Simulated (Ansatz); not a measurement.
**SiC (F-43m): refractive index against wavelength**

The refractive index of SiC (F-43m) below the direct gap (4.55 eV on the mesh) is read from one computed spectrum, n = √(Re ε).

The structure is cubic, space group F-43m (No. 216). The conventional cell has a = 4.358 Å, b = 4.358 Å, c = 4.358 Å, α = 90.00°, β = 90.00°, γ = 90.00°. Si on site a is surrounded by 4 C at 1.89 Å. C on site c is surrounded by 4 Si at 1.89 Å.

Method: Ansatz 0.2.0, PBE, independent particles, k-mesh 14×14×14 with interpolation inside its cells, Gaussian parameter 0.15 eV.

Launch of the response step: `ansatz run input.yaml --threads 4 --pin off --max-ram 8192MiB --backend cpu --events-out ev --progress --plain --runs-dir out`. The run took 3 s, on 4 threads of Arm Neoverse V1 (shared host).

```
wavelength (nm)  photon energy E (eV)       n
           1064                 1.165  2.7131
            850                 1.459  2.7311
            700                 1.771  2.7556
            633                 1.959  2.7732
            532                 2.331  2.8154
            450                 2.755  2.8779
            405                 3.061       ?
```

In the single-oscillator model n² − 1 = E₀E_d/(E₀² − E²), so 1/(n² − 1) = E₀/E_d − E²/(E₀E_d) is linear in E².

Working, on the rows shown:

| x = E² (eV²) | y = 1/(n² − 1) |
| --- | --- |
| 1.35784 | 0.15721 |
| 2.12762 | 0.154825 |
| 3.13716 | 0.151668 |
| 3.83641 | 0.149463 |
| 5.43137 | 0.144374 |
| 7.59115 | 0.137319 |

Means: x̄ = 3.9136, ȳ = 0.14914. Σ(x − x̄)(y − ȳ) = -0.08347, Σ(x − x̄)² = 26.16. Slope = -0.08347 / 26.16 = -0.003191; intercept = ȳ − slope · x̄ = 0.16163. Turned back into n, the line misses the rows shown by at most 0.00082.

**Question.** Fill in the last column of the withheld row.

**Answer.** At x = 9.3718 the line gives y = 0.13173, that is 2.9311. The run gave 2.9348, so the extrapolation is off by 0.0037, 1.7 % of the range in the table.

Refitted with all rows, the slope is -0.003225 and the intercept 0.16174. These give E₀ = √(intercept/−slope) = 7.08 eV and E_d = E₀/intercept = 43.8 eV; E₀ is 1.6 times the direct gap. The electronic limit at long wavelengths, without lattice vibrations, is n = √(1 + 1/intercept) = 2.680. Excitons are left out and so are local fields; PBE gaps are as a rule too small.

[Logs are printed without paths, hosts, clocks, repeated set-up lines and the standing remarks that a program may print on its own settings, such as how far it seeks lower states.]
